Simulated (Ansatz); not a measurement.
## Is ZrAgGe in the AlB2 type a stable metal?

Question: is the lattice of ZrAgGe in the AlB2 type stable, and if so, what are its coupling constant and resistivity?

Main program and level: Ansatz 0.2.0; DFT PBEsol, scalar-relativistic, plane waves, PAW; PAW set soft_1.

Report form: the programs' logs are mostly left out.

The structure was built from a prototype and need not be the compound's stable phase.

### 1. The starting structure

The structure is hexagonal, space group P-6m2 (No. 187). The conventional cell has a = 4.106 Å, b = 4.106 Å, c = 4.311 Å, α = 90.00°, β = 90.00°, γ = 120.00°. Nearest to Zr lie 6 Ge at 3.20 Å and 6 Ag at 3.20 Å. Ge has 3 Ag at 2.37 Å and 6 Zr at 3.20 Å nearest. Nearest to Ag lie 3 Ge at 2.37 Å and 6 Zr at 3.20 Å. Farther neighbours are not listed.

### 2. Relaxing cell and atoms

The structure is brought to rest under this functional.

input.yaml reads:

```yaml
crystal:
  lattice:
    - [4.10604, 0.0, 0.0]
    - [-2.05302, 3.55594, 0.0]
    - [0.0, 0.0, 4.31134]
  atoms:
    - { symbol: Zr, position: [0.0, 0.0, 0.0] }
    - { symbol: Ge, position: [0.33333333, 0.66666667, 0.5] }
    - { symbol: Ag, position: [0.66666667, 0.33333333, 0.5] }
kpoints:
  mp_grid: { grid: [9, 9, 8] }
hamiltonian:
  xc: pbesol
  pseudopotentials: { kind: paw, azcp: { folder: soft_1 }, xc_functional: pbe }
scf:
  occupations: { method: gaussian, width: 0.1 }
output:
  forces: true
  stress: true
  eigenvalues: true
relax:
  adjacent_minimum: "off"
  f_tol: 0.005
  max_steps: 80
  cell: { stress_tol: 0.05 }
```

Started as:

```console
ansatz run input.yaml --threads 4 --pin off --max-ram 12288MiB --backend cpu --events-out ev --progress --plain --runs-dir out
```

The job ended after 30 s (4 threads of Arm Neoverse V2, shared host; peak memory 0.49 GiB; 1.9 min of CPU time).

Step by step:

| step | energy less that of the first step (eV) | largest force component (eV/Å) | pressure (GPa) | volume (Å³) |
| --- | --- | --- | --- | --- |
| 1 | 0.0000 | 0.0000 | -6.74 | 62.95 |
| 2 | -0.3377 | 0.0000 | -4.23 | 60.02 |
| 3 | -0.5849 | 0.0000 | -1.91 | 57.61 |
| 4 | -0.7448 | 0.0000 | -0.14 | 55.67 |
| 5 | -0.8740 | 0.0000 | -0.26 | 54.57 |
| 6 | -0.9806 | 0.0000 | 1.55 | 52.93 |
| 7 | -0.9814 | 0.0000 | -0.73 | 53.13 |
| 8 | -1.0116 | 0.0000 | 0.21 | 53.01 |
| 9 | -1.0118 | 0.0000 | 0.01 | 53.12 |
| 10* | -1.0126 | 0.0000 | 0.02 | 53.12 |

Relaxation steps marked * repeat the geometry before them on a plane-wave basis chosen anew for their cell, so energy and pressure can jump there.

Forces are held to the 12 operations that the run works with; a distortion that breaks them can't arise in this run.

| cell as run | before | after | change |
| --- | --- | --- | --- |
| a (Å) | 4.106 | 4.410 | +7.4 % |
| b (Å) | 4.106 | 4.410 | +7.4 % |
| c (Å) | 4.311 | 3.154 | -26.8 % |
| volume (Å³/atom) | 20.98 | 17.71 | -15.6 % |

The relaxed structure:

```
Zr Ge Ag
1.0
     4.40994    0.00000    0.00000
    -2.20497    3.81912    0.00000
     0.00000    0.00000    3.15396
Zr Ge Ag
1 1 1
Direct
  0.00000 0.00000 0.00000
  0.33333 0.66667 0.50000
  0.66667 0.33333 0.50000
```

Numbers from this step:

```
pressure          : 0.01720 GPa
volume per atom   : 17.71 Å³/atom
metallic on mesh  : yes
gap on the k-mesh : 0 eV
```

The largest force is now zero by symmetry and the largest stress component 0.031 GPa.

### 3. Relaxation

The relaxation is repeated from the new cell as a check.

input.yaml, the sections that differ from step 2:

```yaml
crystal:
  lattice:
    - [4.4099391778, 0.0, 0.0]
    - [-2.2049695889, 3.8191193571, 0.0]
    - [0.0, 0.0, 3.1539558257]
  atoms:
    - { symbol: Zr, position: [0.0, 0.0, 0.0] }
    - { symbol: Ge, position: [0.3333333333, 0.6666666667, 0.5] }
    - { symbol: Ag, position: [0.6666666667, 0.3333333333, 0.5] }
kpoints:
  mp_grid: { grid: [9, 9, 10] }
# hamiltonian, scf, output, relax: as in step 2
```

Wall time 15 s (4 threads); peak memory 0.48 GiB; 58 s of CPU time.

Relaxation path:

| step | energy less that of the first step (eV) | largest force component (eV/Å) | pressure (GPa) | volume (Å³) |
| --- | --- | --- | --- | --- |
| 1 | 0.0000 | 0.0000 | -0.02 | 53.12 |
| 2 | -0.0008 | 0.0000 | -0.53 | 53.41 |
| 3 | -0.0011 | 0.0000 | 0.44 | 53.02 |
| 4 | -0.0013 | 0.0000 | 0.00 | 53.18 |
| 5 | -0.0013 | 0.0000 | 0.00 | 53.18 |

The log counts 1 steps on a newly chosen plane-wave basis, not all of them marked here; energy and pressure can jump at such steps.

| conventional cell, symmetrised | before | after | change |
| --- | --- | --- | --- |
| a (Å) | 4.410 | 4.396 | -0.3 % |
| b (Å) | 4.410 | 4.396 | -0.3 % |
| c (Å) | 3.154 | 3.177 | +0.7 % |
| volume (Å³/atom) | 17.71 | 17.73 | +0.1 % |

The relaxed structure:

```cif
data_structure
_symmetry_space_group_name_H-M 'P 1'
_symmetry_Int_Tables_number 1
_cell_length_a 4.3962
_cell_length_b 4.3962
_cell_length_c 3.1774
_cell_angle_alpha 90.000
_cell_angle_beta 90.000
_cell_angle_gamma 120.000
_cell_volume 53.18
loop_
_atom_site_label
_atom_site_type_symbol
_atom_site_fract_x
_atom_site_fract_y
_atom_site_fract_z
_atom_site_occupancy
Zr1 Zr 0.00000 0.00000 0.00000 1
Ge2 Ge 0.33333 0.66667 0.50000 1
Ag3 Ag 0.66667 0.33333 0.50000 1
```

This step gave:

```yaml
pressure: -0.001468 GPa
volume_per_atom: 17.73 Å³/atom
```

The largest force is now zero by symmetry and the largest stress component 0.0039 GPa.

### 4. Relaxing tightly for phonons

No force is left; the cell is relaxed once more with another smearing and tight thresholds.

input.yaml, the sections that differ from step 3:

```yaml
crystal:
  lattice:
    - [4.3962362415, 0.0, 0.0]
    - [-2.1981181208, 3.8072522662, 0.0]
    - [0.0, 0.0, 3.177350124]
  atoms:
    - { symbol: Zr, position: [0.0, 0.0, 0.0] }
    - { symbol: Ge, position: [0.3333333333, 0.6666666667, 0.5] }
    - { symbol: Ag, position: [0.6666666667, 0.3333333333, 0.5] }
kpoints:
  mp_grid: { grid: [9, 9, 8] }
scf:
  occupations: { method: methfessel_paxton, width: 0.2 }
relax:
  adjacent_minimum: "off"
  f_tol: 0.001
  max_steps: 60
  cell: { stress_tol: 0.01 }
# hamiltonian, output: as in step 3
```

It took 13 s on 4 threads; peak memory 0.47 GiB; 50 s of CPU time.

The steps of the relaxation:

| step | energy less that of the first step (eV) | largest force component (eV/Å) | pressure (GPa) | volume (Å³) |
| --- | --- | --- | --- | --- |
| 1 | 0.0000 | 0.0000 | 0.04 | 53.18 |
| 2 | -0.0010 | 0.0000 | 0.66 | 52.84 |
| 3 | -0.0015 | 0.0000 | -0.22 | 53.20 |
| 4 | -0.0016 | 0.0000 | 0.00 | 53.12 |
| 5 | -0.0016 | 0.0000 | 0.00 | 53.12 |

The log counts 1 steps on a newly chosen plane-wave basis, not all of them marked here; energy and pressure can jump at such steps.

| conventional cell, symmetrised | before | after | change |
| --- | --- | --- | --- |
| a (Å) | 4.396 | 4.411 | +0.3 % |
| b (Å) | 4.396 | 4.411 | +0.3 % |
| c (Å) | 3.177 | 3.152 | -0.8 % |
| volume (Å³/atom) | 17.73 | 17.71 | -0.1 % |

The relaxed structure:

```xyz
3
Lattice="4.4115 0.0000 0.0000 -2.2057 3.8204 0.0000 0.0000 0.0000 3.1517" Properties=species:S:1:pos:R:3 pbc="T T T"
Zr    0.0000    0.0000    0.0000
Ge    0.0000    2.5470    1.5759
Ag    2.2057    1.2735    1.5759
```

This step gave:

```yaml
pressure: -0.004771 GPa
volume_per_atom: 17.71 Å³/atom
```

The largest force is now zero by symmetry and the largest stress component 0.0074 GPa, small enough for phonons.

### 5. Phonons by linear response: q 2×2×2, k 4×4×6

Couplings are defined for a stable lattice alone, so phonons come first.

input.yaml reads:

```yaml
crystal:
  lattice:
    - [4.4114670544, 0.0, 0.0]
    - [-2.2057335272, 3.8204425371, 0.0]
    - [0.0, 0.0, 3.1517235256]
  atoms:
    - { symbol: Zr, position: [0.0, 0.0, 0.0] }
    - { symbol: Ge, position: [0.3333333333, 0.6666666667, 0.5] }
    - { symbol: Ag, position: [0.6666666667, 0.3333333333, 0.5] }
kpoints:
  mp_grid: { grid: [4, 4, 6] }
hamiltonian:
  xc: pbesol
  pseudopotentials: { kind: paw, azcp: { folder: soft_1 }, xc_functional: pbe }
scf:
  occupations: { method: methfessel_paxton, width: 0.2 }
output:
  eigenvalues: true
phonons:
  method: dfpt
  qmesh: [2, 2, 2]
  temperatures: { t_max: 1000, t_step: 50 }
  qpath:
    path:
      - [[0.0, 0.0, 0.0], [0.5, 0.0, 0.0], [0.33333333, 0.33333333, 0.0], [0.0, 0.0, 0.0], [0.0, 0.0, 0.5], [0.5, 0.0, 0.5], [0.33333333, 0.33333333, 0.5], [0.0, 0.0, 0.5]]
      - [[0.5, 0.0, 0.5], [0.5, 0.0, 0.0]]
      - [[0.33333333, 0.33333333, 0.5], [0.33333333, 0.33333333, 0.0]]
    npoints: 10
```

Run time: 37 s. Hardware: 4 threads; peak memory 0.53 GiB.

This step gave:

```yaml
share_of_imaginary_modes_in_the_plain_interpolation_between_solved_wavevectors: 0.0567
highest_frequency_solved_or_plainly_interpolated: 243.9 cm⁻¹
```

Solved on the 2×2×2 mesh alone; all other wavevectors are interpolated. The phonon branches at the labelled points (cm⁻¹):

| point | branch 1 | branch 2 | branch 3 | branch 4 | branch 5 | branch 6 | branch 7 | branch 8 | branch 9 |
| --- | --- | --- | --- | --- | --- | --- | --- | --- | --- |
| Γ | -11 | 0 | 0 | 0 | 137 | 167 | 167 | 218 | 218 |
| halfway | 40 | 43 | 54 | 97 | 132 | 137 | 147 | 219 | 233 |
| M | 56 | 58 | 80 | 102 | 126 | 134 | 161 | 202 | 244 |
| halfway | 56 | 63 | 84 | 98 | 121 | 124 | 176 | 205 | 239 |
| K | 58 | 75 | 83 | 88 | 116 | 123 | 194 | 201 | 234 |
| halfway | 44 | 48 | 61 | 108 | 131 | 131 | 144 | 221 | 233 |
| Γ | -11 | 0 | 0 | 0 | 137 | 167 | 167 | 218 | 218 |
| halfway | -29 | 70 | 70 | 93 | 157 | 160 | 160 | 218 | 218 |
| A | -50 | 110 | 110 | 130 | 146 | 146 | 178 | 219 | 219 |
| halfway | -62 | 86 | 103 | 105 | 151 | 160 | 177 | 210 | 219 |
| L | -70 | 34 | 95 | 104 | 156 | 162 | 165 | 208 | 218 |
| halfway | -69 | 41 | 64 | 132 | 150 | 164 | 166 | 191 | 226 |
| H | -68 | 46 | 46 | 145 | 154 | 164 | 167 | 172 | 230 |
| halfway | -64 | 78 | 90 | 115 | 150 | 161 | 177 | 203 | 222 |
| A | -50 | 110 | 110 | 130 | 146 | 146 | 178 | 219 | 219 |
| jump to L | -70 | 34 | 95 | 104 | 156 | 162 | 165 | 208 | 218 |
| halfway | 20 | 43 | 80 | 111 | 142 | 142 | 168 | 201 | 233 |
| M | 56 | 58 | 80 | 102 | 126 | 134 | 161 | 202 | 244 |
| jump to H | -68 | 46 | 46 | 145 | 154 | 164 | 167 | 172 | 230 |
| halfway | 31 | 37 | 56 | 123 | 130 | 152 | 184 | 189 | 230 |
| K | 58 | 75 | 83 | 88 | 116 | 123 | 194 | 201 | 234 |

Lowest modes at the softest wavevector of the mesh. Modes at q = (0.000, 0.500, 0.500), with each element's share of the kinetic energy (negative means imaginary):

| mode | frequency (cm⁻¹) | Zr % | Ge % | Ag % |
| --- | --- | --- | --- | --- |
| 1 | -69.6 | 7 | 2 | 91 |
| 2 | 34.0 | 40 | 59 | 0 |
| 3 | 94.9 | 0 | 42 | 58 |
| 4 | 103.8 | 25 | 13 | 62 |
| 5 | 155.9 | 100 | 0 | 0 |
| 6 | 161.9 | 52 | 39 | 9 |

Displacements in mode 1 (-69.6 cm⁻¹), the largest set to 1, in the home cell:
```
Zr1  0.00 -0.31  0.00
Ge2  0.00  0.00  0.17
Ag3  0.00  0.00 -1.00
```

Displacements in mode 6 (161.9 cm⁻¹), the largest set to 1, in the home cell:
```
Zr1  0.00  1.00  0.00
Ge2  0.00  0.00 -0.96
Ag3  0.00  0.00 -0.38
```

Among the solved wavevectors the lowest mode, translations apart, is -69.6 cm⁻¹, imaginary.

### 6. Phonons by linear response: q 3×3×2, k 6×6×8

An imaginary mode on so few k-points may come from the sampling, so the phonons are repeated with another q and k mesh.

input.yaml, as its differences from that of step 5:

```diff
@@ -10,3 +10,3 @@
 kpoints:
-  mp_grid: { grid: [4, 4, 6] }
+  mp_grid: { grid: [6, 6, 8] }
 hamiltonian:
@@ -20,3 +20,3 @@
   method: dfpt
-  qmesh: [2, 2, 2]
+  qmesh: [3, 3, 2]
   temperatures: { t_max: 1000, t_step: 50 }
```

Elapsed: 2.4 min, on 4 threads; peak memory 0.75 GiB; 9.2 min of CPU time.

This step gave:

| Item | Value |
| --- | --- |
| share of imaginary modes in the plain interpolation between solved wavevectors | 0.0357 |
| highest frequency, solved or plainly interpolated | 245.6 cm⁻¹ |

Solved on the 3×3×2 mesh alone; all other wavevectors are interpolated. The phonon branches at the labelled points (cm⁻¹):

| point | branch 1 | branch 2 | branch 3 | branch 4 | branch 5 | branch 6 | branch 7 | branch 8 | branch 9 |
| --- | --- | --- | --- | --- | --- | --- | --- | --- | --- |
| Γ | 0 | 0 | 0 | 52 | 134 | 179 | 179 | 226 | 226 |
| halfway | 48 | 55 | 65 | 102 | 133 | 154 | 158 | 226 | 238 |
| M | 67 | 69 | 82 | 120 | 128 | 136 | 169 | 209 | 246 |
| halfway | 69 | 75 | 83 | 113 | 125 | 128 | 181 | 210 | 241 |
| K | 70 | 85 | 88 | 99 | 121 | 123 | 197 | 203 | 237 |
| halfway | 54 | 59 | 69 | 111 | 132 | 146 | 159 | 228 | 237 |
| Γ | 0 | 0 | 0 | 52 | 134 | 179 | 179 | 226 | 226 |
| halfway | 31 | 71 | 71 | 97 | 165 | 170 | 170 | 224 | 224 |
| A | -34 | 113 | 113 | 131 | 150 | 150 | 196 | 222 | 222 |
| halfway | -36 | 92 | 107 | 113 | 153 | 166 | 194 | 216 | 222 |
| L | -41 | 66 | 98 | 120 | 154 | 167 | 172 | 216 | 222 |
| halfway | -46 | 66 | 75 | 138 | 153 | 167 | 172 | 198 | 230 |
| H | -52 | 58 | 67 | 153 | 155 | 167 | 168 | 182 | 233 |
| halfway | -34 | 83 | 98 | 120 | 154 | 166 | 194 | 207 | 227 |
| A | -34 | 113 | 113 | 131 | 150 | 150 | 196 | 222 | 222 |
| jump to L | -41 | 66 | 98 | 120 | 154 | 167 | 172 | 216 | 222 |
| halfway | 45 | 70 | 86 | 121 | 143 | 153 | 172 | 208 | 235 |
| M | 67 | 69 | 82 | 120 | 128 | 136 | 169 | 209 | 246 |
| jump to H | -52 | 58 | 67 | 153 | 155 | 167 | 168 | 182 | 233 |
| halfway | 38 | 62 | 69 | 129 | 139 | 152 | 186 | 195 | 233 |
| K | 70 | 85 | 88 | 99 | 121 | 123 | 197 | 203 | 237 |

Lowest modes at the softest wavevector of the mesh. Modes at q = (0.333, 0.333, 0.500), with each element's share of the kinetic energy (negative means imaginary):

| mode | frequency (cm⁻¹) | Zr % | Ge % | Ag % |
| --- | --- | --- | --- | --- |
| 1 | -52.5 | 20 | 0 | 80 |
| 2 | 57.9 | 9 | 33 | 58 |
| 3 | 67.2 | 33 | 67 | 0 |
| 4 | 152.7 | 80 | 0 | 20 |
| 5 | 155.4 | 0 | 0 | 100 |
| 6 | 167.3 | 67 | 33 | 0 |

Displacements in mode 1 (-52.5 cm⁻¹), the largest set to 1, in the home cell (x, y, z of the real part, then of the imaginary part):
```
Zr1 -0.34 -0.19  0.00 -0.19  0.34  0.00
Ge2  0.00  0.00  0.00  0.00  0.00  0.00
Ag3  0.00  0.00 -1.00  0.00  0.00  0.00
```

Displacements in mode 2 (57.9 cm⁻¹), the largest set to 1, in the home cell (x, y, z of the real part, then of the imaginary part):
```
Zr1  0.00  0.00 -0.59  0.00  0.00  0.00
Ge2  0.00  0.92  0.00  0.92  0.00  0.00
Ag3 -0.87 -0.50  0.00  0.50 -0.87  0.00
```

The modes has structure finer than the step of the table below, so its rows give means over 10 cm⁻¹, whole bins alone (the curve runs from -61.9 to 263 cm⁻¹). Peaks (cm⁻¹: height): Ag -33.3: 0.0136, 32.0: 0.00986, 81.1: 0.0290, 117.8: 0.0387, 228.1: 0.0263; Ge 66.8: 0.0447, 117.8: 0.0146, 164.8: 0.0189, 226.1: 0.0393; Zr 66.8: 0.0152, 152.6: 0.0663.

Phonopy on the run's constants, 15x15x17 mesh, Gaussian sigma 2.3 cm⁻¹. The modes by wavenumber; means over each step; values in 1/cm⁻¹/cell:

| wavenumber (cm⁻¹) | Ag | Ge | Zr |
| --- | --- | --- | --- |
| -50 | 0.00165 | 9.8e-6 | 3.9e-4 |
| -40 | 0.00736 | 4.2e-4 | 0.00120 |
| -30 | 0.0109 | 0.00110 | 0.00104 |
| -20 | 0.00287 | 2.6e-4 | 3.8e-4 |
| -10 | 0.00331 | 3.8e-4 | 3.5e-4 |
| 0 | 7.7e-4 | 1.1e-4 | 1.0e-4 |
| 10 | 0.00236 | 2.8e-4 | 2.5e-4 |
| 20 | 0.00228 | 4.3e-4 | 5.4e-4 |
| 30 | 0.00749 | 0.00135 | 0.00150 |
| 40 | 0.00695 | 0.00201 | 0.00185 |
| 50 | 0.0122 | 0.00597 | 0.00375 |
| 60 | 0.0191 | 0.0283 | 0.0102 |
| 70 | 0.0251 | 0.0316 | 0.0124 |
| 80 | 0.0254 | 0.0172 | 0.00703 |
| 90 | 0.0136 | 0.0112 | 0.00383 |
| 100 | 0.00927 | 0.00691 | 0.00258 |
| 110 | 0.0139 | 0.00745 | 0.00545 |
| 120 | 0.0279 | 0.0104 | 0.0157 |
| 130 | 0.00840 | 0.00473 | 0.0229 |
| 140 | 0.00595 | 0.00655 | 0.0300 |
| 150 | 0.00547 | 0.00836 | 0.0498 |
| 160 | 0.00651 | 0.0164 | 0.0475 |
| 170 | 0.00807 | 0.0158 | 0.0320 |
| 180 | 0.00458 | 0.00882 | 0.0166 |
| 190 | 0.00199 | 0.00591 | 0.00923 |
| 200 | 0.00327 | 0.00815 | 0.00462 |
| 210 | 0.0108 | 0.0216 | 0.00608 |
| 220 | 0.0156 | 0.0263 | 0.00405 |
| 230 | 0.0245 | 0.0349 | 0.00552 |
| 240 | 0.0119 | 0.0165 | 0.00306 |
| 250 | 6.3e-4 | 8.1e-4 | 2.4e-4 |

No LO-TO term; unit eigenvectors of the mass-weighted matrix. The modes at Γ (shares of kinetic energy by element, %):

| mode | frequency (cm⁻¹) | symmetry | Zr % | Ge % | Ag % |
| --- | --- | --- | --- | --- | --- |
| 1 | 0.0 | unnamed | 34 | 27 | 40 |
| 2 | 0.0 | unnamed | 34 | 27 | 40 |
| 3 | 0.0 | unnamed | 34 | 27 | 40 |
| 4 | 52.5 | A2'' | 0 | 64 | 36 |
| 5 | 134.5 | A2'' | 66 | 10 | 24 |
| 6 | 179.1 | E' | 66 | 9 | 25 |
| 7 | 179.1 | E' | 66 | 9 | 25 |
| 8 | 226.2 | E' | 1 | 64 | 35 |
| 9 | 226.2 | E' | 1 | 64 | 35 |

Displacements in mode 4 (52.5 cm⁻¹), the largest set to 1:
```
Zr1  0.00  0.00 -0.07
Ge2  0.00  0.00  1.00
Ag3  0.00  0.00 -0.62
```

Displacements in mode 8 (226.2 cm⁻¹), the largest set to 1:
```
Zr1  0.00 -0.08  0.00
Ge2  0.00  1.00  0.00
Ag3  0.00 -0.61  0.00
```

Among the solved wavevectors the lowest mode, translations apart, is -52.5 cm⁻¹, imaginary.

### 7. Lattice stability: Fermi–Dirac smearing of 0.3 eV

The phonons are repeated on the same meshes with a wide Fermi–Dirac smearing, to see whether the soft mode comes from sharp features of the Fermi surface.

input.yaml, as its differences from that of step 6:

```diff
@@ -15,3 +15,3 @@
 scf:
-  occupations: { method: methfessel_paxton, width: 0.2 }
+  occupations: { method: fermi_dirac, width: 0.3 }
 output:
```

Wall time 2.6 min (4 threads); peak memory 0.79 GiB.

Numbers from this step:

- share of imaginary modes in the plain interpolation between solved wavevectors: 0.0146
- highest frequency, solved or plainly interpolated: 244.6 cm⁻¹

Solved on the 3×3×2 mesh alone; all other wavevectors are interpolated. The phonon branches at the labelled points (cm⁻¹):

| point | branch 1 | branch 2 | branch 3 | branch 4 | branch 5 | branch 6 | branch 7 | branch 8 | branch 9 |
| --- | --- | --- | --- | --- | --- | --- | --- | --- | --- |
| Γ | 0 | 0 | 0 | 56 | 137 | 176 | 176 | 225 | 225 |
| halfway | 46 | 53 | 66 | 100 | 133 | 151 | 154 | 225 | 237 |
| M | 65 | 70 | 83 | 116 | 127 | 132 | 167 | 208 | 245 |
| halfway | 67 | 76 | 84 | 110 | 123 | 125 | 179 | 209 | 240 |
| K | 68 | 86 | 90 | 93 | 119 | 122 | 195 | 204 | 236 |
| halfway | 53 | 58 | 69 | 109 | 132 | 143 | 154 | 226 | 236 |
| Γ | 0 | 0 | 0 | 56 | 137 | 176 | 176 | 225 | 225 |
| halfway | 53 | 72 | 72 | 97 | 168 | 168 | 171 | 223 | 223 |
| A | 47 | 113 | 113 | 129 | 153 | 153 | 205 | 222 | 222 |
| halfway | 47 | 93 | 108 | 118 | 154 | 171 | 198 | 221 | 225 |
| L | -37 | 88 | 103 | 133 | 152 | 175 | 176 | 225 | 227 |
| halfway | -39 | 81 | 94 | 145 | 155 | 173 | 178 | 206 | 239 |
| H | -43 | 74 | 88 | 158 | 158 | 170 | 177 | 193 | 243 |
| halfway | 44 | 86 | 104 | 123 | 155 | 171 | 199 | 211 | 232 |
| A | 47 | 113 | 113 | 129 | 153 | 153 | 205 | 222 | 222 |
| jump to L | -37 | 88 | 103 | 133 | 152 | 175 | 176 | 225 | 227 |
| halfway | 41 | 80 | 88 | 130 | 140 | 155 | 174 | 213 | 237 |
| M | 65 | 70 | 83 | 116 | 127 | 132 | 167 | 208 | 245 |
| jump to H | -43 | 74 | 88 | 158 | 158 | 170 | 177 | 193 | 243 |
| halfway | 42 | 63 | 88 | 129 | 142 | 156 | 186 | 200 | 238 |
| K | 68 | 86 | 90 | 93 | 119 | 122 | 195 | 204 | 236 |

Lowest modes at the softest wavevector of the mesh. The modes at q = (-0.333, -0.333, 0.500) (shares of kinetic energy by element, %) (negative means imaginary):

| mode | frequency (cm⁻¹) | Zr % | Ge % | Ag % |
| --- | --- | --- | --- | --- |
| 1 | -43.0 | 26 | 0 | 74 |
| 2 | 74.4 | 30 | 70 | 0 |
| 3 | 88.4 | 4 | 32 | 64 |
| 4 | 157.8 | 74 | 0 | 26 |
| 5 | 158.1 | 0 | 0 | 100 |
| 6 | 170.0 | 70 | 30 | 0 |

Displacements in mode 1 (-43.0 cm⁻¹), the largest set to 1, in the home cell (x, y, z of the real part, then of the imaginary part):
```
Zr1  0.39  0.23  0.00 -0.23  0.39  0.00
Ge2  0.00  0.00  0.00  0.00  0.00  0.00
Ag3  0.00  0.00  1.00  0.00  0.00  0.00
```

Displacements in mode 6 (170.0 cm⁻¹), the largest set to 1, in the home cell (x, y, z of the real part, then of the imaginary part):
```
Zr1  0.00  0.98  0.00  0.98  0.00  0.00
Ge2  0.00  0.00 -1.00  0.00  0.00  0.00
Ag3  0.00  0.00  0.00  0.00  0.00  0.00
```

Among the solved wavevectors the lowest mode, translations apart, is -43 cm⁻¹, imaginary.

Between step 6 and this run (occupations Fermi-Dirac and smearing width 0.3 eV) the value for the lowest on path moves from -52.5 cm⁻¹ to -43.0 cm⁻¹.

### 8. Outcome

| Item | Value |
| --- | --- |
| phonon run of the rows without a label of their own | PBEsol, q 3×3×2, k 6×6×8 |
| softest mode on the q mesh | -52.5 cm⁻¹ at q = (0.333, 0.333, 0.5) |
| highest frequency, solved or plainly interpolated | 246 cm⁻¹ |

**Reading.** The lattice is dynamically unstable at this level: a mode at q = (0.333, 0.333, 0.5) is imaginary, 52.5i cm⁻¹, so no harmonic coupling constant or resistivity is defined for this structure. These meshes are coarse, and single modes of a metal can move by tens of cm⁻¹ with the k mesh. The coarser mesh found an imaginary mode at another wavevector, which this mesh lacks. The phonon runs are not spin-polarised. The PAW files were made for PBE; under other functionals the run regenerates their frozen core. The structure was built by hand as an ordered model, and its stability against other phases was not tested.

[Logs are printed without paths, hosts, clocks, repeated set-up lines and the standing remarks that a program may print on its own settings, such as how far it seeks lower states.]

[Hosts, paths, dates, database ids (printed as entryN), source tags and the programs' standing remarks are cut or masked in the printed files.]
